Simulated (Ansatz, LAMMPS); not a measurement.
# Elastic response of a frame of amorphous poly(p-phenylene) (as short chains C38H30) from 300 K (204 atoms)

How stiff is a frame of amorphous poly(p-phenylene) (as short chains C38H30) from 300 K (204 atoms), and how do its levels respond to strain?

Method: Kohn-Sham DFT, PBE+D4, PAW (set soft_2), plane waves, in Ansatz 0.2.0.

## 1. Starting point

The cell holds 204 atoms: 114 C and 90 H. Cell: a = 12.860 Å, b = 12.860 Å, c = 12.860 Å, α = 90.0°, β = 90.0°, γ = 90.0°. 3 poly(p-phenylene) chains of 6 units with methyl end groups placed at random, at 1.14 g/cm³; overlaps pushed apart, then 20 ps at 800 K with MMFF94 bonds, angles, torsions, charges and radii (Halgren, J. Comput. Chem. 17, 490 (1996)) in harmonic and 12-6 forms. Snapshot after 30 ps at 300 K and fixed volume.

Limits known from the start: The network of contacts between molecules at the start is that of the classical potential that made the cell, and needn't be the one that DFT or experiment would give. Sampling is at Γ alone.

## 2. Single point at the start

The forces at the start show how far the geometry lies from a minimum of this functional.

input.yaml reads:

```yaml
crystal:
  lattice:
    - [12.85967, 0.0, 0.0]
    - [0.0, 12.85967, 0.0]
    - [0.0, 0.0, 12.85967]
  atoms:
    - { symbol: C, position: [0.47175, 0.57763, 0.26326] }
    - { symbol: C, position: [0.49167, 0.46834, 0.23674] }
    - { symbol: C, position: [0.4936, 0.4414, 0.13658] }
    - { symbol: C, position: [0.53244, 0.34418, 0.10552] }
    - { symbol: C, position: [0.55446, 0.2662, 0.1778] }
    - { symbol: C, position: [0.5498, 0.30018, 0.28165] }
    - { symbol: C, position: [0.52654, 0.40274, 0.30787] }
    - { symbol: C, position: [0.57193, 0.16093, 0.14031] }
    - { symbol: C, position: [0.6723, 0.12368, 0.12139] }
    - { symbol: C, position: [0.68317, 0.02207, 0.08877] }
    - { symbol: C, position: [0.59995, 0.9492, 0.08226] }
    - { symbol: C, position: [0.50101, 0.98963, 0.10139] }
    - { symbol: C, position: [0.49168, 0.09231, 0.13689] }
    - { symbol: C, position: [0.62028, 0.84032, 0.0567] }
    - { symbol: C, position: [0.70806, 0.79751, 0.10093] }
    - { symbol: C, position: [0.72693, 0.69239, 0.07373] }
    - { symbol: C, position: [0.65232, 0.63289, 0.0236] }
    - { symbol: C, position: [0.5665, 0.67848, 0.98669] }
    - { symbol: C, position: [0.54229, 0.78315, 0.00637] }
    - { symbol: C, position: [0.68464, 0.52903, 0.98518] }
    - { symbol: C, position: [0.75502, 0.46646, 0.03807] }
    - { symbol: C, position: [0.78011, 0.36363, 0.0038] }
    - { symbol: C, position: [0.73392, 0.32223, 0.91372] }
    - { symbol: C, position: [0.66938, 0.38679, 0.86342] }
    - { symbol: C, position: [0.64378, 0.48701, 0.89409] }
    - { symbol: C, position: [0.7593, 0.21588, 0.88635] }
    - { symbol: C, position: [0.68595, 0.1499, 0.83505] }
    - { symbol: C, position: [0.71547, 0.04985, 0.81638] }
    - { symbol: C, position: [0.8182, 0.01357, 0.84185] }
    - { symbol: C, position: [0.88457, 0.08105, 0.89374] }
    - { symbol: C, position: [0.8588, 0.17993, 0.91179] }
    - { symbol: C, position: [0.84717, 0.90223, 0.82628] }
    [... 166 atom lines left out ...]
    - { symbol: H, position: [0.08787, 0.59418, 0.60484] }
    - { symbol: H, position: [0.00912, 0.83746, 0.38639] }
    - { symbol: H, position: [0.20837, 0.8558, 0.35724] }
    - { symbol: H, position: [0.8886, 0.6287, 0.52528] }
    - { symbol: H, position: [0.9114, 0.73454, 0.59716] }
    - { symbol: H, position: [0.87169, 0.74833, 0.46692] }
kpoints:
  mp_grid: { grid: [1, 1, 1] }
hamiltonian:
  xc: pbe
  dispersion: d4
scf:
  occupations: { method: fermi_dirac, width: 0.05 }
output:
  forces: true
```

Command:

```console
$ ansatz run input.yaml --threads 4 --pin off --max-ram 8192MiB --backend cpu --events-out ev --progress --plain --runs-dir out
```

Numbers of over 12 decimals in the logs are rounded to 6 here.

Log:

```text
[...]
Pseudopotentials: kind: paw
Pseudopotential: C, paw, valence charge 4, recommended cutoff 420 eV (normal), C.paw.azcp
Pseudopotential: H, paw, valence charge 1, recommended cutoff 420 eV (normal), H.paw.azcp
[... 5 lines on functional and potentials left out ...]
Crystal: 204 atoms, lattice volume = 2126.618 Å³
Basis set: ecut = 420 eV, 41755 PW (Γ), exchange–correlation on 180×180×180 points (8 copies of the dense FFT grid, shifted against one another)
Bands: 477, of which v1, the nominal top of the filled ones, is band 273 counted from 1 (272 counted from 0)
Symmetry: 1 space group operations
Space group: P1 (ITA 1), of the structure as read, at distance tolerance 1.3e-4 Å
k-points: 1
[... 5 lines on functional and potentials left out ...]
Initial density: superposition of atomic densities (neutral atoms: chi_scale 0, normalization atom), corrected by the library's trained network
Initial wavefunctions: pseudopotential atomic-orbital guess
[...]
SCF iter   1: F=—  HF=-30044.068564 eV  |F-HF|=—  |Δ(HF+E_count)|=         —  Δρ=3.64e-3  dr2=3.91e-1  ethr=1.77e-3  ⟨swp⟩=5.0  Hψ=1968  notcnv=0  defer=165
preconditioner: auto → Resta (q_TF=auto, 2.175 Å⁻¹)  ε∞=2.6  [insulator: Δε(μ)=2.741 eV  Ē_g=15.082 eV  σ=0.050 eV  W_gap=1.00  n_scr=364 (ndim 8)  ℏωp=18.8 eV  f_vac=0.204  D(μ)=0.00/eV (n_scr^D=0)  ε∞_Penn≈2.6]
SCF iter   2: F=—  HF=-30044.032387 eV  |F-HF|=—  |Δ(HF+E_count)|=   3.62e-2  Δρ=1.82e-3  dr2=7.37e-2  ethr=7.15e-5  ⟨swp⟩=3.0  Hψ=823  notcnv=0  defer=176
SCF iter   3: F=—  HF=-30044.047939 eV  |F-HF|=—  |Δ(HF+E_count)|=   1.56e-2  Δρ=6.87e-4  dr2=1.41e-2  ethr=1.35e-5  ⟨swp⟩=2.0  Hψ=455  notcnv=0  defer=15
automatic band count: iteration 3 solves 316 bands in place of 477: the levels show a gap, and the empty bands left out lie too high to hold charge; the band table lists the bands solved (type scf.n_extra_bands for more)
SCF iter   4: F=—  HF=-30044.050018 eV  |F-HF|=—  |Δ(HF+E_count)|=   2.08e-3  Δρ=2.11e-4  dr2=1.80e-3  ethr=2.58e-6  ⟨swp⟩=2.0  Hψ=498  notcnv=0  defer=15
SCF iter   5: F=—  HF=-30044.050199 eV  |F-HF|=—  |Δ(HF+E_count)|=   1.81e-4  Δρ=9.43e-5  dr2=3.43e-4  ethr=3.30e-7  ⟨swp⟩=2.0  Hψ=511  notcnv=0  defer=15
[...]
SCF iter   9: F=—  HF=-30044.050089 eV  |F-HF|=—  |Δ(HF+E_count)|=   1.15e-7  Δρ=1.94e-6  dr2=1.24e-7  ethr=1.83e-11  ⟨swp⟩=4.0  Hψ=1085  notcnv=0
SCF iter  10: F=-30044.050089 eV  HF=-30044.050089 eV  |F-HF|=8.37e-9  |Δ(HF+E_count)|=   3.99e-8  Δρ=5.86e-7  dr2=1.23e-8  ethr=1.83e-11  ⟨swp⟩=4.0  Hψ=1026  notcnv=0
SCF 1 converged in 10 iterations: F = -30044.050089 eV  dr2 = 1.23e-8
[...]
SCF converged after 10 iterations
Free energy (F): -30044.050089 eV
Harris-Foulkes:  -30044.050089 eV  (|F-HF|=8.37e-9)
Internal energy: -30044.050089 eV  (E = F + TS)
E sigma→0 (E₀):  -30044.050089 eV
Fermi energy:    2.011548 eV
--- Per-component energies (eV) ---
[...]
Σ components = -30044.050089   (vs F -30044.050089, Δ=0.00e0)
--- Forces (eV/Å), atoms counted from 1 ---
  atom   1  C      0.12242867     0.41876831     1.01262650
  atom   2  C     -0.06154252     3.01677117    -0.30867563
  atom   3  C      0.87851931    -2.32001254    -2.06491063
  atom   4  C     -1.33851104     0.07558782    -0.27547505
[...]
atom 204  H      0.65274690    -0.21160956     0.24989489
  max |Σ_I F_I| component: 4.31e-5 eV/Å
```

It took 18 s on 4 threads of Intel Xeon Platinum 8488C (Sapphire Rapids), shared host; peak memory 2.9 GiB.

In the SCF lines HF is the Harris–Foulkes energy and dr2 the Hartree energy of the density residual, in eV; the loop may stop once dr2 is under the threshold and the program's other checks hold. Hψ counts applications of the Hamiltonian.

The r.m.s. force at the start is 1.0 eV/Å.

## 3. Cell and atoms relaxed

The cell is relaxed with the atoms, since the starting lattice needn't suit this functional.

input.yaml reads:

```yaml
crystal:
  lattice:
    - [12.85967, 0.0, 0.0]
    - [0.0, 12.85967, 0.0]
    - [0.0, 0.0, 12.85967]
  atoms:
    [... the 204 atom lines of step 2 ...]
kpoints:
  mp_grid: { grid: [1, 1, 1] }
hamiltonian:
  xc: pbe
  dispersion: d4
scf:
  occupations: { method: fermi_dirac, width: 0.05 }
output:
  forces: true
relax:
  f_tol: 0.05
  max_steps: 150
  cell: {}
```

Log:

```text
[...]
Crystal: 204 atoms, lattice volume = 2126.618 Å³
Basis set: ecut = 420 eV, 41755 PW (Γ), exchange–correlation on 180×180×180 points (8 copies of the dense FFT grid, shifted against one another)
Bands: 477, of which v1, the nominal top of the filled ones, is band 273 counted from 1 (272 counted from 0)
Symmetry: 1 space group operations
[...]
k-points: 1
[...]
SCF iter   1: F=—  HF=-30044.068565 eV  |F-HF|=—  |Δ(HF+E_count)|=         —  Δρ=3.64e-3  dr2=3.91e-1  ethr=1.77e-3  ⟨swp⟩=5.0  Hψ=1968  notcnv=0  defer=165
[...]
SCF iter  10: F=-30044.050089 eV  HF=-30044.050089 eV  |F-HF|=8.60e-9  |Δ(HF+E_count)|=   3.62e-8  Δρ=5.87e-7  dr2=1.27e-8  ethr=1.83e-11  ⟨swp⟩=3.0  Hψ=1027  notcnv=0
SCF 1 converged in 10 iterations: F = -30044.050089 eV  dr2 = 1.27e-8
[...]
relax step   1: F+E_penalty+E_count = -30044.05008903 eV  Δ(F+E_penalty+E_count) = +0.000e0 eV  max|allowed force component| = 4.516e0 eV/Å  Δτ_max = 0.0000 Å  P = +4.307 GPa  Ω = 2126.618 Å³  (10 SCF iters, dr2 threshold 1.00e-7 eV, accepted)
[... from here on, the SCF cycles and remarks between the steps are left out ...]
relax step   2: F+E_penalty+E_count = -30051.00408383 eV  Δ(F+E_penalty+E_count) = -6.954e0 eV  max|allowed force component| = 1.994e0 eV/Å  Δτ_max = 0.1904 Å  P = +0.285 GPa  Ω = 2197.594 Å³  energy of the carried Pulay correction = -1.533e-1 eV  (8 SCF iters, dr2 threshold 2.04e-5 eV, accepted)
relax step   3: F+E_penalty+E_count = -30052.24064268 eV  Δ(F+E_penalty+E_count) = -1.237e0 eV  max|allowed force component| = 6.956e-1 eV/Å  Δτ_max = 0.2000 Å  P = +0.148 GPa  Ω = 2191.363 Å³  energy of the carried Pulay correction = -1.401e-1 eV  (7 SCF iters, dr2 threshold 2.04e-5 eV, accepted)
relax step   4: F+E_penalty+E_count = -30052.46300658 eV  Δ(F+E_penalty+E_count) = -2.224e-1 eV  max|allowed force component| = 2.771e-1 eV/Å  Δτ_max = 0.2000 Å  P = +0.049 GPa  Ω = 2190.501 Å³  energy of the carried Pulay correction = -1.382e-1 eV  (7 SCF iters, dr2 threshold 2.04e-5 eV, accepted)
relax step   5: F+E_penalty+E_count = -30052.55393107 eV  Δ(F+E_penalty+E_count) = -9.092e-2 eV  max|allowed force component| = 2.298e-1 eV/Å  Δτ_max = 0.1929 Å  P = -0.114 GPa  Ω = 2187.053 Å³  energy of the carried Pulay correction = -1.309e-1 eV  (7 SCF iters, dr2 threshold 4.80e-6 eV, accepted)
relax step   6: F+E_penalty+E_count = -30052.61162207 eV  Δ(F+E_penalty+E_count) = -5.769e-2 eV  max|allowed force component| = 1.457e-1 eV/Å  Δτ_max = 0.1950 Å  P = -0.103 GPa  Ω = 2181.897 Å³  energy of the carried Pulay correction = -1.198e-1 eV  (7 SCF iters, dr2 threshold 3.30e-6 eV, accepted)
relax step   7: F+E_penalty+E_count = -30052.67100281 eV  Δ(F+E_penalty+E_count) = -5.938e-2 eV  max|allowed force component| = 1.198e-1 eV/Å  Δτ_max = 0.1962 Å  P = -0.073 GPa  Ω = 2173.771 Å³  energy of the carried Pulay correction = -1.024e-1 eV  (8 SCF iters, dr2 threshold 1.33e-6 eV, accepted)
relax step   8: F+E_penalty+E_count = -30052.73378305 eV  Δ(F+E_penalty+E_count) = -6.278e-2 eV  max|allowed force component| = 1.124e-1 eV/Å  Δτ_max = 0.1999 Å  P = -0.096 GPa  Ω = 2164.687 Å³  energy of the carried Pulay correction = -8.287e-2 eV  (9 SCF iters, dr2 threshold 8.97e-7 eV, accepted)
relax step   9: F+E_penalty+E_count = -30052.78671920 eV  Δ(F+E_penalty+E_count) = -5.294e-2 eV  max|allowed force component| = 1.362e-1 eV/Å  Δτ_max = 0.1941 Å  P = +0.005 GPa  Ω = 2156.976 Å³  energy of the carried Pulay correction = -6.620e-2 eV  (9 SCF iters, dr2 threshold 7.90e-7 eV, accepted)
relax step  10: F+E_penalty+E_count = -30052.80349650 eV  Δ(F+E_penalty+E_count) = -1.678e-2 eV  max|allowed force component| = 2.875e-1 eV/Å  Δτ_max = 0.1946 Å  P = -0.241 GPa  Ω = 2150.740 Å³  energy of the carried Pulay correction = -5.268e-2 eV  (8 SCF iters, dr2 threshold 1.16e-6 eV, accepted)
relax step  11: F+E_penalty+E_count = -30052.77954580 eV  Δ(F+E_penalty+E_count) = +2.395e-2 eV  max|allowed force component| = 4.908e-1 eV/Å  Δτ_max = 0.0949 Å  P = +0.342 GPa  Ω = 2153.161 Å³  energy of the carried Pulay correction = -5.793e-2 eV  (7 SCF iters, dr2 threshold 5.17e-6 eV, rejected (line search))
relax step  12: F+E_penalty+E_count = -30052.83051876 eV  Δ(F+E_penalty+E_count) = -2.702e-2 eV  max|allowed force component| = 5.985e-2 eV/Å  Δτ_max = 0.0455 Å  P = +0.011 GPa  Ω = 2153.274 Å³  energy of the carried Pulay correction = -5.818e-2 eV  (11 SCF iters, accepted)
relax step  13: F+E_penalty+E_count = -30052.83414730 eV  Δ(F+E_penalty+E_count) = -3.629e-3 eV  max|allowed force component| = 3.106e-2 eV/Å  Δτ_max = 0.1000 Å  P = -0.008 GPa  Ω = 2158.899 Å³  energy of the carried Pulay correction = -7.036e-2 eV  (8 SCF iters, dr2 threshold 2.24e-7 eV, accepted)
relax step  14: F+E_penalty+E_count = -30052.84353958 eV  Δ(F+E_penalty+E_count) = -9.392e-3 eV  max|allowed force component| = 3.121e-1 eV/Å  Δτ_max = 0.1465 Å  P = -0.129 GPa  Ω = 2158.568 Å³  energy of the carried Pulay correction = -6.964e-2 eV  (11 SCF iters, accepted)
[...]
relax step  23: F+E_penalty+E_count = -30052.96526426 eV  Δ(F+E_penalty+E_count) = +8.536e-3 eV  max|allowed force component| = 1.041e-1 eV/Å  Δτ_max = 0.0950 Å  P = -0.015 GPa  Ω = 2175.247 Å³  energy of the carried Pulay correction = -3.443e-2 eV  (9 SCF iters, dr2 threshold 1.95e-7 eV, accepted)
relax step  24: F+E_penalty+E_count = -30052.97724783 eV  Δ(F+E_penalty+E_count) = -1.198e-2 eV  max|allowed force component| = 5.860e-2 eV/Å  Δτ_max = 0.0993 Å  P = -0.098 GPa  Ω = 2173.359 Å³  energy of the carried Pulay correction = -3.017e-2 eV  (8 SCF iters, dr2 threshold 6.77e-7 eV, accepted)
relax step  25: F+E_penalty+E_count = -30052.99491975 eV  Δ(F+E_penalty+E_count) = -1.767e-2 eV  max|allowed force component| = 3.670e-2 eV/Å  Δτ_max = 0.0393 Å  P = +0.012 GPa  Ω = 2168.036 Å³  energy of the carried Pulay correction = -1.812e-2 eV  (8 SCF iters, dr2 threshold 2.15e-7 eV, accepted)
relax step  26: F+E_penalty+E_count = -30053.00868569 eV  Δ(F+E_penalty+E_count) = -1.377e-2 eV  max|allowed force component| = 2.424e-2 eV/Å  Δτ_max = 0.0520 Å  P = +0.022 GPa  Ω = 2163.804 Å³  energy of the carried Pulay correction = -8.427e-3 eV  (10 SCF iters, accepted)
relax step  27: F+E_penalty+E_count = -30053.02070608 eV  Δ(F+E_penalty+E_count) = -1.202e-2 eV  max|allowed force component| = 4.038e-2 eV/Å  Δτ_max = 0.1095 Å  P = -0.009 GPa  Ω = 2160.373 Å³  energy of the carried Pulay correction = -4.166e-4 eV  (11 SCF iters, accepted)
relax step  28: F+E_penalty+E_count = -30053.05524579 eV  Δ(F+E_penalty+E_count) = -3.454e-2 eV  max|allowed force component| = 4.083e-2 eV/Å  Δτ_max = 0.0000 Å  P = +0.007 GPa  Ω = 2160.373 Å³  stress off target by 1.20e-1 GPa  SCF on the basis re-selected at this cell (its energy is not comparable with the rows above)  (6 SCF iters)
relax step  29: F+E_penalty+E_count = -30053.08562696 eV  Δ(F+E_penalty+E_count) = -3.038e-2 eV  max|allowed force component| = 8.684e-2 eV/Å  Δτ_max = 0.1934 Å  P = -0.061 GPa  Ω = 2155.924 Å³  energy of the carried Pulay correction = +1.026e-2 eV  (10 SCF iters, dr2 threshold 3.61e-8 eV, accepted)
relax step  30: F+E_penalty+E_count = -30053.09297088 eV  Δ(F+E_penalty+E_count) = -7.344e-3 eV  max|allowed force component| = 4.986e-2 eV/Å  Δτ_max = 0.0618 Å  P = +0.025 GPa  Ω = 2155.427 Å³  energy of the carried Pulay correction = +1.136e-2 eV  (7 SCF iters, dr2 threshold 4.71e-7 eV, accepted)
relax step  31: F+E_penalty+E_count = -30053.09051867 eV  Δ(F+E_penalty+E_count) = +2.452e-3 eV  max|allowed force component| = 1.963e-2 eV/Å  Δτ_max = 0.0229 Å  P = +0.001 GPa  Ω = 2157.847 Å³  energy of the carried Pulay correction = +6.017e-3 eV  (9 SCF iters, dr2 threshold 7.15e-9 eV, accepted)
relax step  32: F+E_penalty+E_count = -30053.09249546 eV  Δ(F+E_penalty+E_count) = -1.977e-3 eV  max|allowed force component| = 2.011e-2 eV/Å  Δτ_max = 0.0000 Å  P = +0.007 GPa  Ω = 2157.847 Å³  stress off target by 6.02e-2 GPa  SCF on the basis re-selected at this cell (its energy is not comparable with the rows above)  (6 SCF iters)
relax step  33: F+E_penalty+E_count = -30053.10434024 eV  Δ(F+E_penalty+E_count) = -1.184e-2 eV  max|allowed force component| = 5.052e-2 eV/Å  Δτ_max = 0.1329 Å  P = -0.040 GPa  Ω = 2156.143 Å³  energy of the carried Pulay correction = +4.181e-3 eV  (11 SCF iters, dr2 threshold 9.05e-9 eV, accepted)
relax step  34: F+E_penalty+E_count = -30053.10413917 eV  Δ(F+E_penalty+E_count) = +2.011e-4 eV  max|allowed force component| = 2.623e-2 eV/Å  Δτ_max = 0.0550 Å  P = +0.002 GPa  Ω = 2157.643 Å³  energy of the carried Pulay correction = +6.648e-4 eV  (8 SCF iters, dr2 threshold 1.60e-7 eV, accepted)
relax step  35: F+E_penalty+E_count = -30053.11179613 eV  Δ(F+E_penalty+E_count) = -7.657e-3 eV  max|allowed force component| = 2.620e-2 eV/Å  Δτ_max = 0.0000 Å  P = +0.003 GPa  Ω = 2157.643 Å³  stress off target by 2.36e-2 GPa  SCF on the basis re-selected at this cell (its energy is not comparable with the rows above)  (5 SCF iters)
[...]
SCF converged after 5 iterations
Free energy (F): -30053.111796 eV
[...]
Internal energy: -30053.111796 eV  (E = F + TS)
E sigma→0 (E₀):  -30053.111796 eV
Fermi energy:    1.914575 eV
[...]
--- Forces (eV/Å), atoms counted from 1 ---
  atom   1  C     -0.01092172     0.00190456     0.00351648
  atom   2  C      0.00404415    -0.00271784    -0.00281758
  atom   3  C      0.00021979     0.00886296     0.00268387
  atom   4  C      0.00301902     0.00058424    -0.00847560
  atom   5  C     -0.00595325    -0.00255013    -0.00905791
  atom   6  C     -0.00806473    -0.00413229     0.00197202
  atom   7  C     -0.00421829    -0.00218454     0.00490432
  atom   8  C      0.01581322     0.00804649     0.00182742
  atom   9  C     -0.00572472     0.00064095     0.00145156
  atom  10  C      0.00149901     0.00004475    -0.00119545
  atom  11  C      0.00413912     0.00037578    -0.00121135
  atom  12  C     -0.00093130    -0.00746946    -0.00032810
  atom  13  C     -0.00519410     0.00444207     0.00579520
  atom  14  C     -0.00248811    -0.00691164     0.00104315
[...]
atom 203  H     -0.00434431     0.00228053     0.00688918
  atom 204  H     -0.00062604    -0.00161866     0.00296457
  max |Σ_I F_I| component: 3.79e-6 eV/Å
--- Stress (GPa, compression-positive) ---
        0.004868       0.014801      -0.013802
        0.014800      -0.006993       0.008755
       -0.013802       0.008756       0.011559
  P = ⅓ Tr σ = 0.0031 GPa (0.031 kbar)
--- Relaxed structure (31 steps of the walk, 30 accepted, 4 SCFs on fresh bases) ---
  F+E_penalty+E_count = -30053.11179613 eV   max|allowed force component| = 2.620e-2 eV/Å   (the final SCF, on the basis selected at the relaxed cell)
  cell:  # Å, volume = 2157.6426 Å³
    - [12.744478, 0.701569, -0.705496]
    - [0.701569, 13.089171, 0.042229]
    - [-0.705496, 0.042229, 13.012205]
  atoms:
    - { symbol: C, position: [0.493767, 0.600017, 0.274185] }
    - { symbol: C, position: [0.514350, 0.491577, 0.238488] }
    - { symbol: C, position: [0.542821, 0.470244, 0.139345] }
    - { symbol: C, position: [0.562694, 0.369713, 0.106423] }
[...]
- { symbol: H, position: [0.881606, 0.753661, 0.466201] }
```

The job ended after 11 min (4 threads; peak memory 3 GiB).

The relaxation converged after 31 steps, with a largest force component of 0.026 eV/Å.

(Continued in part 2 of 3.)

[Logs are printed without paths, hosts, clocks, repeated set-up lines and the standing remarks that a program may print on its own settings, such as how far it seeks lower states.]

[Hosts, paths, dates, database ids (printed as entryN), source tags and the programs' standing remarks are cut or masked in the printed files.]

[The MMFF94 radii named for the starting cell were scaled by 0.96; in molecules described by MMFF94, hydrogen bound to N, O or S took a small fixed 12-6 site in their place.]
